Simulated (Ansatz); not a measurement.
## Na_i (void) in SiC (P6_3mc): charge-transition levels and formation energies

Wanted: the transition levels of a interstitial in SiC (P6_3mc), from a cell of 108 host atoms with 1 Na put in.

Calculated with Ansatz 0.2.0; place-levels on r2SCAN runs: charge-transition levels and formation energies with image-charge correction and potential alignment at the atomic sites; PAW set soft_1.

The experiments to compare with:

For SiC, 6H (bulk crystal, literature), “Charge spill-out and work function of few-layer graphene on SiC(0001)” (2018, arxiv:1806.04908) quotes earlier work: band gap (indirect gap, experimental literature value) 3.03 eV [Literature value cited in passing in the theory part; temperature and measurement method …].

This is a report of a sequence of runs, with most program output left out.

## (1) The structure

The cell holds 109 atoms: 54 Si, 54 C and 1 Na. Its edges and angles: a = 9.236 Å, b = 9.236 Å, c = 15.108 Å, α = 90.0°, β = 90.0°, γ = 120.0°. It derives from SiC (space group P6_3mc). Nearest the centre at fractional (0.111, 0.222, 0.437): Na109 at 0.00 Å, Si5 at 2.01 Å, Si53 at 2.01 Å, Si17 at 2.01 Å, C8 at 2.01 Å, C56 at 2.01 Å, C20 at 2.01 Å, Si74 at 2.37 Å.

The host's dielectric constants go in as inputs: (7.09, 7.09, 7.35) for the electrons alone, (10.43, 10.43, 10.95) with the ions, computed on the host (DFPT, PBEsol, on the r2SCAN cell), and a cell off the functional's own equilibrium shifts the ionic part.

The cell's shortest repeat is 9.2 Å.

## (2) The runs of each charge state

A transition level is the Fermi level at which two charge states cost the same, so each charge needs its own total energy, at its own relaxed structure.

Each atom starts 0.05 Å or so off its site in a random direction: a symmetric start keeps its symmetry, and would miss off-centre moves and Jahn–Teller distortions. Forces are taken at one point at (¼, ¼, ¼). The cell holds 1 electron fewer than the neutral one, with a uniform background that keeps it neutral on the whole.

The sampling was tested on the host first: at the k-points planned (1x1x1 shifted 0.25 0.25 0.25) its energy lies -0.041 eV an atom from the dense-mesh value, a large miss, so this sampling is coarse for the host.

One of the inputs; charge, spin and start change from state to state.

qp1.relax/input.yaml reads:

```yaml
crystal:
  lattice:
    - [3.07866498, 0.0, 0.0]
    - [-1.53933249, 2.66620208, 0.0]
    - [0.0, 0.0, 15.1078644]
  atoms:
    - { symbol: Si, position: [0.33333333, 0.66666667, 0.8329854] }
    - { symbol: Si, position: [0.66666667, 0.33333333, 0.3329854] }
    - { symbol: Si, position: [0.66666667, 0.33333333, 0.66650102] }
    - { symbol: Si, position: [0.33333333, 0.66666667, 0.16650102] }
    - { symbol: Si, position: [0.0, 0.0, 0.49972248] }
    - { symbol: Si, position: [0.0, 0.0, 0.99972248] }
    - { symbol: C, position: [0.0, 0.0, 0.87436694] }
    - { symbol: C, position: [0.0, 0.0, 0.37436694] }
    - { symbol: C, position: [0.33333333, 0.66666667, 0.70799668] }
    - { symbol: C, position: [0.66666667, 0.33333333, 0.20799668] }
    - { symbol: C, position: [0.66666667, 0.33333333, 0.54152848] }
    - { symbol: C, position: [0.33333333, 0.66666667, 0.04152848] }
  supercell: [3, 3, 1]
  defects:
    - { interstitial: { symbol: Na, position: [0.111111, 0.222222, 0.437048] } }
total_charge: 1
basis:
  ecutwfc: 500
  xc_grid: 2
hamiltonian:
  xc: r2scan
  pseudopotentials: { kind: paw, azcp: { folder: soft_1 } }
kpoints:
  mp_grid: { grid: [1, 1, 1], shift: [0.25, 0.25, 0.25] }
scf:
  occupations: { method: fixed }
  max_iter: 60
output:
  forces: true
  charged_corrections:
    epsilon: [7.09, 7.09, 7.35]
    static_epsilon: [10.43, 10.43, 10.95]
relax:
  f_tol: 0.02
  max_steps: 80
  random_displacement: { amplitude: 0.05, seed: 1960 }
checkpoint:
  write: "../qp1.relax.run"
  compress: false
  write_wavefunctions: true
  write_every: 100000
```

On the command line:

```sh
ansatz run input.yaml --threads 4 --pin off --max-ram 15073MiB --backend cpu --events-out ev --progress --plain --runs-dir out
```

The relaxed structure is kept and the sampling changed to a 2×2×2 shifted mesh.

The run of this state that the levels use, under r2SCAN:

qp1.point/input.yaml reads:

```yaml
crystal:
  checkpoint: "../qp1.relax.run"
  host: checkpoint
total_charge: 1
basis:
  ecutwfc: 500
  xc_grid: 2
hamiltonian:
  xc: r2scan
  pseudopotentials: { kind: paw, azcp: { folder: soft_1 } }
kpoints:
  mp_grid: { grid: [2, 2, 2], shift: [0.5, 0.5, 0.5] }
scf:
  occupations: { method: fermi_dirac, width: 0.01 }
  max_iter: 60
output:
  forces: true
  eigenvalues: true
  charged_corrections:
    epsilon: [7.09, 7.09, 7.35]
    static_epsilon: [10.43, 10.43, 10.95]
    defect_position: [0.111111, 0.222222, 0.437048]
  eigenstates: { localisation: true }
  populations: true
  band_densities: [{ bands: [v1, v1] }, { bands: [c1, c1] }]
  write_density: true
  write_potential: true
  volumetric_format: npy
checkpoint:
  read: "../qp1.relax.run"
  write: "../qp1.point.run"
  compress: false
  write_wavefunctions: false
  write_every: 100000
```

Relaxations under r2SCAN at one point at (¼, ¼, ¼); times on 4 threads of Arm Neoverse V1, shared host:

```
charge  moment (μB)  occupations    outcome  steps  largest displacement against the far atoms (Å)     time
     0            1        fixed  converged      7                                            0.20  9.5 min
    +1            0        fixed  converged      6                                            0.18  3.4 min
```

Single points under r2SCAN at a 2×2×2 shifted mesh; times on 4 threads of Arm Neoverse V1, shared host:

```
charge  moment (μB)  occupations    outcome     time
     0            1  fermi-dirac  converged  9.9 min
    +1            0  fermi-dirac  converged  3.5 min
```

Distances (Å) from Na109 to the nearest atoms after relaxation with r2SCAN:

```
charge  moment (μB)      1.      2.      3.       4.       5.       6.
     0            1  C 2.08  C 2.08  C 2.09  Si 2.18  Si 2.19  Si 2.19
    +1            0  C 2.08  C 2.08  C 2.08  Si 2.18  Si 2.18  Si 2.18
```

## (3) Levels against the band edges, r2SCAN

A charged cell interacts with its images and the background, and its potential has another zero than the host's. place-levels removes the first by a point-charge model, screened by the static dielectric constant since the ions have relaxed around the charge, and the second by comparing potentials at atoms far from the defect.

The host is a run of the defect-free crystal in the same cutoffs, grids and k-points, so that basis and sampling errors cancel in part in the differences. The host is run in a cell of 12 atoms on a matching mesh. Its band edges are searched through the zone by a band path, so the gap is smaller than, or equal to, that on the mesh. Chemical potentials are energies per atom of Na (bcc), run with the same functional and cutoff.

levels.point.yaml reads:

```yaml
host:
  run: host.point.run
states: [q0_M1.point.run, qp1.point.run]
geometry_from:
  q0_M1.point.run: q0_M1.relax.run
  qp1.point.run: qp1.relax.run
  host.point.run: host.relax.run
chemical_potentials:
  Na:
    energy: -1488.616329
    dataset: <sha256 of the dataset>
epsilon: [7.09, 7.09, 7.35]
static_epsilon: [10.43, 10.43, 10.95]
vertical:
  - { from: qp1.point.run, to: qp1.point_neutral.run }
```

On the command line:

```sh
ansatz place-levels levels.point.yaml -- --threads 4 --pin off --max-ram 15073MiB
```

Elapsed: 0.3 s, on 4 threads of Arm Neoverse V1, shared host.

Levels between the charges placed, in eV above the valence top:

```
        gap (eV)  (+1/0)
r2SCAN      2.37    2.41
```

Corrections by state:

```
charge  moment (μB)  image terms and alignment (eV)  band filling (eV)                                  ε used  over the lowest of its charge, as the program ranks them, band filling apart (eV)
    +1          0.0                           0.279                  -  principal values (10.43, 10.43, 10.95)                                                                              0.000
     0          1.0                           0.000             -0.078                                       -                                                                              0.000
```

The charged structures listed were also run neutral, and place-levels reads from each pair, by the potential or the spins, how wide the charge is by which they differ; that can be the carrier of either run.

```
charge  rms radius (Å)  spread where it is widest against the cell (Å)  wide from (Å)  reading
    +1             7.3                                            3.79           1.39     wide
```

The neutral runs of these pairs need not share the spin of the lowest neutral state, and very wide values only mean spread over the cell.

From the program's caveats on the states, each cut to its opening words:

- charge +1: how wide its charge is, is not read beside other atoms or cores, and a band state would take no correction
- charge 0 (1 μB): a band-filling correction moves a carrier to the host's band edge, which changes its energy by -0.078 eV
- charge 0 (1 μB): its alignment with the host at atomic sites is doubtful: the mean over the far sites moves by -0.1007 eV from their farther parts to their nearer, more than [...]
- charge 0 (1 μB): its sublattices stand up to 0.0224 Å off the host's, which by the two runs' forces adds about +0.02 eV to its energy against the host's, and moves the band [...]
- charge 0 (1 μB): its moments are held at its close (magnetization.spin_locking), by a field of 0.042 eV a Bohr magneton, and its energy and levels are of the state that this [...]
- charge 0 (1 μB): flagged: stability check not made

The host's formation energy from the elements is -0.356 eV per atom; it sets how far the chemical potentials can move.

Formation energies (eV), C-rich (Δμ(C) = 0.00 eV, Δμ(Si) = -0.71 eV, Δμ(Na) = 0.00 eV):

```
charge  Fermi level at the valence top  at the conduction bottom
    +1                            4.48                      6.85
     0                            6.89                      6.89
```

Formation energies (eV), Si-rich (Δμ(Si) = 0.00 eV, Δμ(C) = -0.71 eV, Δμ(Na) = 0.00 eV):

```
charge  Fermi level at the valence top  at the conduction bottom
    +1                            4.48                      6.85
     0                            6.89                      6.89
```

## (4) The same at the relaxations' own k-points

The relaxations' own energies give the levels at their sampling, for comparison.

levels.relax_mesh.yaml reads:

```yaml
host:
  run: host.relax.run
states: [q0_M1.relax.run, qp1.relax.run]
chemical_potentials:
  Na:
    energy: -1488.616329
    dataset: <sha256 of the dataset>
```

On the command line:

```sh
ansatz place-levels levels.relax_mesh.yaml -- --threads 4 --pin off --max-ram 15073MiB
```

Run time: 0.11 s. Hardware: 4 threads.

Levels between neighbouring charges, in eV above the valence top:

```
                        gap (eV)  (+1/0)
one point at (¼, ¼, ¼)      2.38    2.42
  a 2×2×2 shifted mesh      2.37    2.41
```

Going from one point at (¼, ¼, ¼) to a 2×2×2 shifted mesh moves formation energies against the elements by up to 0.01 eV; band-filling terms, which differ between samplings, are in these energies.

## (5) Results

* gap of the host: 2.37 eV (r2SCAN)
* level (plus 1/0): 2.41 eV above the valence top, past the conduction bottom (2.48 eV above the valence top without the band-filling term)
* lowest of the charges placed, just above the valence top (0.02 eV): +1
* lowest of the charges placed, just below the conduction bottom (0.02 eV): +1
* lowest formation energy at mid-gap of the charges run, C-rich: 5.67 eV
* lowest formation energy at mid-gap of the charges run, Si-rich: 5.67 eV

In words: Of the charges placed (0 and +1), +1 is the lowest from 0.02 eV above the valence top to 0.02 eV below the conduction bottom, a gap of 2.37 eV. Charges above +1 and below 0 were not placed, so these runs say nothing of levels that involve them. States placed: +1 at 0 μB; 0 at 1 μB. Other spin states or structures, where not listed, weren't placed. The program finds carriers beyond a band edge of the host and adds a band-filling term at charge 0 (-0.08 eV); steps to such a charge show no bound level, and a defect level inside a band would be read the same way. Na is taken at its element; compounds, which aren't counted here, bound the chemical potentials and would shift these formation energies. Going from one point at (¼, ¼, ¼) to a 2×2×2 shifted mesh moves formation energies against the elements by up to 0.01 eV; band-filling terms, which differ between samplings, are in these energies. The program doubts the alignment of potentials for at least one state, a sign that the cell is small. Limits: r2SCAN makes the gap too small and tends to spread out bound carriers; force components of up to 0.20 eV/Å remain in a run at the final settings.

Comparison with the measured values:

| quantity | measured | r2SCAN |
| --- | --- | --- |
| band gap (least gap of the host) (eV) | 3.03 | 2.37 (-0.66 eV) |

Measured values from arxiv:1806.04908 (2018).

**Verdict.** The band gap is off by -0.66 eV: a clear miss. Local and semilocal functionals usually give gaps below the measured ones. Zero-point and thermal motion shift the measured gap.

[Logs are printed without paths, hosts, clocks, repeated set-up lines and the standing remarks that a program may print on its own settings, such as how far it seeks lower states.]

[Hosts, paths, dates, database ids (printed as entryN), source tags and the programs' standing remarks are cut or masked in the printed files.]

[Where a table of states has a column of steps, it counts the stored structures, which are thinned; the runs took as many ionic steps or more.]

[A defect's name tells the site on which it was built; relaxed atoms can leave that site.]

[For some hosts the program warned that the k-mesh of the response run may be too coarse for force constants and the static dielectric constant; such warnings are not shown here.]
